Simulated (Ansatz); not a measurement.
# Honeycomb AsN monolayer in a perpendicular field

Aim: how the honeycomb AsN monolayer screens a field along its normal, and what the field does to its bands. A positive field points along +c.

Calculated with Ansatz 0.2.0; plane-wave DFT, PBE-D3(BJ), Ansatz PAW (set soft_1); PAW set soft_1.

## (1) The structure

The cell holds 2 atoms: 1 N and 1 As. Cell: a = 2.980 Å, b = 2.980 Å, c = 32.970 Å, α = 90.0°, β = 90.0°, γ = 120.0°. Vacuum lies along c.

Structure file:

```cif
data_structure
_symmetry_space_group_name_H-M 'P 1'
_symmetry_Int_Tables_number 1
_cell_length_a 2.9800
_cell_length_b 2.9800
_cell_length_c 32.9700
_cell_angle_alpha 90.000
_cell_angle_beta 90.000
_cell_angle_gamma 120.000
_cell_volume 253.56
loop_
_atom_site_label
_atom_site_type_symbol
_atom_site_fract_x
_atom_site_fract_y
_atom_site_fract_z
_atom_site_occupancy
N1 N 0.66667 0.33333 0.48529 1
As2 As 0.33333 0.66667 0.51471 1
```

## (2) Relaxation

The starting cell is a guess, so the in-plane lattice and the atoms are relaxed first, with the slab cut off from its images along the normal.

input.yaml reads:

```yaml
crystal:
  lattice:
    - [2.98, 0.0, 0.0]
    - [-1.49, 2.5807557033, 0.0]
    - [0.0, 0.0, 32.9699999985]
  atoms:
    - { symbol: "N", position: [0.6666666667, 0.3333333333, 0.4852896573] }
    - { symbol: As, position: [0.3333333333, 0.6666666667, 0.5147103427] }
  periodic: [true, true, false]
kpoints:
  mp_grid: { grid: [12, 12, 1] }
hamiltonian:
  xc: pbe
  dispersion: d3bj
  pseudopotentials: { kind: paw, azcp: { folder: soft_1 } }
scf:
  occupations: { method: fermi_dirac, width: 0.05 }
  convergence: { dr2_threshold: 1.0e-09 }
relax:
  f_tol: 0.004
  max_steps: 90
  cell: {}
output:
  write_potential: true
  write_density: true
  volumetric_format: npy
```

Launch:

```sh
ansatz run input.yaml --threads 2 --pin off --max-ram 3072MiB --backend cpu --events-out ev --progress --plain --runs-dir out
```

Then come: single point, field 0; single point, field 0.1 V/Å; atoms held, field -0.1 V/Å; response, atoms held. Settings of the main run: cutoff 420 eV, 18×18×1 k-mesh, smearing width 0.02585 eV, 1 layers, stack honeycomb AsN monolayer, PAW set soft 1.

What does the calculation give for the gap without field and step between the vacuum levels?

The induced dipole equals that of a perfect conductor 3.13 Å thick, while the outer atoms lie 0.95 Å apart; an out-of-plane ε follows only once a thickness t is chosen, by 1 − 1/ε = 3.13 Å / t. The two faces differ: the vacuum level above lies 1.87 eV lower than the one below. The gap stays within 0.01 eV of 2.03 eV over the fields run, up to 0.1 V/Å in size.

```
gap without field                          : 2.03 eV
ionisation energy, upper face              : 5.74 eV
electron affinity, upper face              : 3.71 eV
step between the vacuum levels             : -1.87 eV
equivalent conductor thickness, atoms held : 3.13 Å
```

Semilocal functionals give gaps that are too small, and excitons are not included. Spin-orbit coupling is left out.

[Logs are printed without paths, hosts, clocks, repeated set-up lines and the standing remarks that a program may print on its own settings, such as how far it seeks lower states.]

[Hosts, paths, dates, database ids (printed as entryN), source tags and the programs' standing remarks are cut or masked in the printed files.]

[Maps of the electrostatic potential energy from Ansatz leave out the sawtooth potential of an applied field or a dipole correction, so their vacuum need not be flat; planar profiles and work functions include it.]
